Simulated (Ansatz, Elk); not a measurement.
## Bonding as seen by X-rays: Zr2BAs

Structure refinements treat a crystal as free atoms side by side. For a made-up structure of Zr2BAs (cell and positions from a PBEsol relaxation) the runs below show what the calculated density changes in F(hkl).

Program: Elk 11.2.3 (patched build). Level of theory: DFT, PBE, all-electron APW+lo, Dirac cores, scalar-relativistic bands, static density, no spin. Results are calculated unless marked as measured.

This account leaves out most program logs.

The structure was built from a prototype and need not be the compound's stable phase.

### 1. Set-up

The structure is trigonal, space group R-3m (No. 166). Conventional cell: a = 3.558 Å, b = 3.558 Å, c = 18.429 Å, α = 90.00°, β = 90.00°, γ = 120.00°. Zr has 3 B at 2.45 Å and 3 As at 2.69 Å nearest. Nearest to As lie 6 Zr at 2.69 Å. Nearest to B lie 6 Zr at 2.45 Å. Farther neighbours are not listed.

### 2. Ground state and structure factors

An all-electron density is needed, since X-rays see the cores too. Task 0 finds the density and task 195 Fourier-transforms it; tshift is off so that phases refer to the origin typed.

Input file elk.in:

```
tasks
  0
  195

xctype
  20

spinpol
  .false.

rgkmax
  7.0

gmaxvr
  14.0

lmaxo
  7

lmaxapw
  8

swidth
  0.002

tshift
  .false.

ramdisk
  .false.

hmaxvr
  5.5

maxscl
  120

epspot
  1e-06

sppath
  './'

avec
  3.36212051315 1.94112118297 11.60883664967
  -3.36212051315 1.94112118297 11.60883664967
  0.00000000000 -3.88224236697 11.60883664950

atoms
  3
  'Zr.in'
  2
  0.2609193262 0.2609193262 0.2609193262   0.000000 0.000000 0.000000
  0.7390806738 0.7390806738 0.7390806738   0.000000 0.000000 0.000000
  'As.in'
  1
  0.5000000000 0.5000000000 0.5000000000   0.000000 0.000000 0.000000
  'B.in'
  1
  -0.0000000000 -0.0000000000 -0.0000000000   0.000000 0.000000 0.000000

ngridk
  7 7 7
```

Launch:

```sh
> OMP_NUM_THREADS=4 elk
```

The job ended after 32 s (4 threads of Arm Neoverse V1, shared host; peak memory 0.17 GiB; 90 s of CPU time).

SFACRHO.OUT:

```text

h k l indices transformed by vhmat matrix:
   1.000000000       0.000000000       0.000000000    
   0.000000000       1.000000000       0.000000000    
   0.000000000       0.000000000       1.000000000    

      h      k      l  multipl.   |H|            Re(F)            Im(F)           |F|

      0      0      0      1   0.0000000       118.00000      0.60523570E-17   118.00000    
      1      1      1      2  0.54124160      -11.398279      0.88347314E-14   11.398279    
     -2     -2     -2      2   1.0824832      -29.353046      0.17432219E-13   29.353046    
      0      0     -1      6   1.0939411      -28.949486      0.84956177E-14   28.949486    
     -1      0     -1      6   1.1376971      -33.888007     -0.16839530E-13   33.888007    
     -1     -2     -1      6   1.2980542       90.075236     -0.33312091E-13   90.075236    
      2      1      2      6   1.4063737      -43.710438      0.14272572E-13   43.710438    
     -3     -3     -3      2   1.6237248      -56.013273      0.59728728E-13   56.013273    
      3      2      2      6   1.6610439       4.8576954     -0.65110146E-13   4.8576954    
     -3     -3     -2      6   1.8020279       73.871333     -0.60749329E-13   73.871333    
      0      1     -1      6   1.8688162       80.995782     -0.51976925E-15   80.995782    
      0     -1     -2     12   1.9456147      -9.6755870     -0.80593604E-14   9.6755870    
      4      3      3      6   2.1021594      -17.179547      0.51814871E-13   17.179547    
      2      1      3     12   2.1596861      -24.379511     -0.15752895E-13   24.379511    
      4      4      4      2   2.1649664       59.149717     -0.31744604E-13   59.149717    
     -1      1     -1      6   2.1654517      -23.521766      0.68869042E-14   23.521766    
      0      0     -2      6   2.1878822      -28.076083     -0.14814867E-13   28.076083    
      4      4      3      6   2.2588950       15.507119     -0.47432440E-13   15.507119
```

Elk indexes on the primitive cell of elk.in and gives |H| = 4π sin θ/λ in inverse bohr. Below, one row stands for each form hkl of the conventional cell (m members, Friedel mates merged), F is for one primitive cell and the density is static (no thermal factor). Free-atom factors are Waasmaier and Kirfel's, and R is Σm||F|−|F'||/Σm|F|.

| hkl | m | sin θ/λ (Å⁻¹) | abs F, DFT | neutral atoms | diff. |
| --- | --- | --- | --- | --- | --- |
| 003 | 2 | 0.081 | 11.398 | 11.630 | -0.231 |
| 006 | 2 | 0.163 | 29.353 | 29.792 | -0.439 |
| 101 | 6 | 0.165 | 28.950 | 29.084 | -0.135 |
| 012 | 6 | 0.171 | 33.888 | 34.371 | -0.483 |
| 104 | 6 | 0.195 | 90.075 | 89.973 | +0.102 |
| 015 | 6 | 0.211 | 43.710 | 43.954 | -0.244 |
| 009 | 2 | 0.244 | 56.013 | 56.355 | -0.341 |
| 107 | 6 | 0.250 | 4.858 | 4.827 | +0.031 |
| 018 | 6 | 0.271 | 73.871 | 74.068 | -0.197 |
| 110 | 6 | 0.281 | 80.996 | 81.161 | -0.165 |
| 113 | 12 | 0.293 | 9.676 | 9.762 | -0.086 |
| 1 0 10 | 6 | 0.316 | 17.180 | 16.833 | +0.346 |
| 116 | 12 | 0.325 | 24.380 | 24.093 | +0.287 |
| 0 0 12 | 2 | 0.326 | 59.150 | 59.326 | -0.176 |
| 021 | 6 | 0.326 | 23.522 | 23.639 | -0.117 |
| 202 | 6 | 0.329 | 28.076 | 27.803 | +0.273 |
| 0 1 11 | 6 | 0.340 | 15.507 | 15.403 | +0.104 |
| 024 | 6 | 0.342 | 72.217 | 72.360 | -0.143 |
| 205 | 6 | 0.352 | 36.296 | 36.278 | +0.018 |
| 119 | 12 | 0.372 | 47.126 | 47.120 | +0.006 |
| 027 | 6 | 0.376 | 3.891 | 3.813 | +0.077 |
| 1 0 13 | 6 | 0.388 | 55.625 | 55.636 | -0.011 |

### 3. The highest occupied states alone

An energy window below the Fermi level keeps the highest occupied states, to see at which angles they scatter; shallow core shells can lie inside it and anion s states outside. No new self-consistency is needed.

elk.in, as its differences from that of step 2:

```diff
@@ -1,3 +1,2 @@
 tasks
-  0
   195
@@ -40,2 +39,5 @@
 
+wsfac
+  -0.035200 0.632300
+
 sppath
```

Launch:

```sh
> OMP_NUM_THREADS=4 elk
```

Elapsed: 8.4 s, on 4 threads; peak memory 0.16 GiB; 11 s of CPU time.

States within 10 eV below the Fermi level hold 14.00 electrons; any levels below the window count with the cores. Their amplitudes can exceed the total, where window and core parts have opposite phase:

| hkl | sin θ/λ (Å⁻¹) | abs F, window | abs F, all |
| --- | --- | --- | --- |
| 003 | 0.081 | 1.364 | 11.398 |
| 006 | 0.163 | 1.218 | 29.353 |
| 101 | 0.165 | 0.438 | 28.950 |
| 012 | 0.171 | 1.102 | 33.888 |
| 104 | 0.195 | 2.135 | 90.075 |
| 015 | 0.211 | 0.356 | 43.710 |
| 009 | 0.244 | 0.331 | 56.013 |
| 107 | 0.250 | 0.495 | 4.858 |
| 018 | 0.271 | 0.390 | 73.871 |
| 110 | 0.281 | 0.352 | 80.996 |

### 4. Another functional

The difference from free atoms is small, so it is set against the change that LDA (Perdew-Wang) makes.

elk.in, as its differences from that of step 3:

```diff
@@ -1,2 +1,3 @@
 tasks
+  0
   195
@@ -4,3 +5,3 @@
 xctype
-  20
+  3
 
@@ -39,5 +40,2 @@
 
-wsfac
-  -0.035200 0.632300
-
 sppath
```

Launch:

```sh
> OMP_NUM_THREADS=4 elk
```

Wall time 21 s (4 threads); peak memory 0.16 GiB; 55 s of CPU time.

Against the first run R = 0.06 %; the largest change is -0.034 at 1 1 27.

### 5. Basis size

A smaller basis shows how fast F responds to it; the change is likely larger than the basis error of the first run, but doesn't show convergence.

elk.in, as its differences from that of step 4:

```diff
@@ -5,3 +5,3 @@
 xctype
-  3
+  20
 
@@ -11,3 +11,3 @@
 rgkmax
-  7.0
+  5.5
```

Launch:

```sh
> OMP_NUM_THREADS=4 elk
```

Run time: 32 s. Hardware: 4 threads; peak memory 0.16 GiB; 75 s of CPU time.

Against the first run R = 0.02 %; the largest change is +0.050 at 024.

### 6. A coarser k-mesh

About half the k-points along each axis test the sampling.

elk.in, as its differences from that of step 5:

```diff
@@ -11,3 +11,3 @@
 rgkmax
-  5.5
+  7.0
 
@@ -62,2 +62,2 @@
 ngridk
-  7 7 7
+  4 4 4
```

Launch:

```sh
> OMP_NUM_THREADS=4 elk
```

The job ended after 20 s (4 threads; peak memory 0.17 GiB).

Against the first run R = 0.00 %; the largest change is +0.010 at 0 0 12.

### 7. Settings against the effect

| run | R against the first run (%) | R against neutral atoms, low angle (%) | wall time |
| --- | --- | --- | --- |
| PBE, rgkmax 7 | 0.00 | 0.46 | 32 s |
| LDA (Perdew-Wang) | 0.06 | 0.45 | 21 s |
| rgkmax 5.5 | 0.02 | 0.44 | 32 s |
| k-mesh 4×4×4 | 0.00 | 0.46 | 20 s |

### 8. Outcome

| Item | Value |
| --- | --- |
| R against neutral atoms, sin θ/λ < 0.3 Å⁻¹ | 0.46 % |
| R against neutral atoms, 0.3 to 0.82 Å⁻¹ | 0.21 % |

**Reading.** Independent neutral atoms miss the calculated amplitudes by R = 0.46 % below 0.3 Å⁻¹ and 0.21 % from there to 0.82 Å⁻¹; by shells, 2.03 % below 0.15 Å⁻¹ (1 form), 0.44 % 0.15 to 0.3 (10 forms), 0.32 % 0.3 to 0.45 (20 forms), 0.19 % above 0.45 (118 forms). Bonding, aspherical density and the tables' own atoms all enter these figures, and the runs don't part them. The largest change of an amplitude is -0.48 electrons, at 012. The window's part falls from 14.0 electrons at the origin to at most 0.12 between 0.45 and 0.82 Å⁻¹. Below 0.3 Å⁻¹ the changes that finished (LDA (Perdew-Wang), rgkmax 5.5 and k-mesh 4×4×4) move F by R = 0.05 % at most, against the 0.46 % that separates it from free atoms. Part of the difference isn't bonding: the tables are fits to free atoms and ions calculated by other methods than this functional. Thermal motion, anomalous dispersion and extinction are left out.

[Logs are printed without paths, hosts, clocks, repeated set-up lines and the standing remarks that a program may print on its own settings, such as how far it seeks lower states.]

[Hosts, paths, dates, database ids (printed as entryN), source tags and the programs' standing remarks are cut or masked in the printed files.]
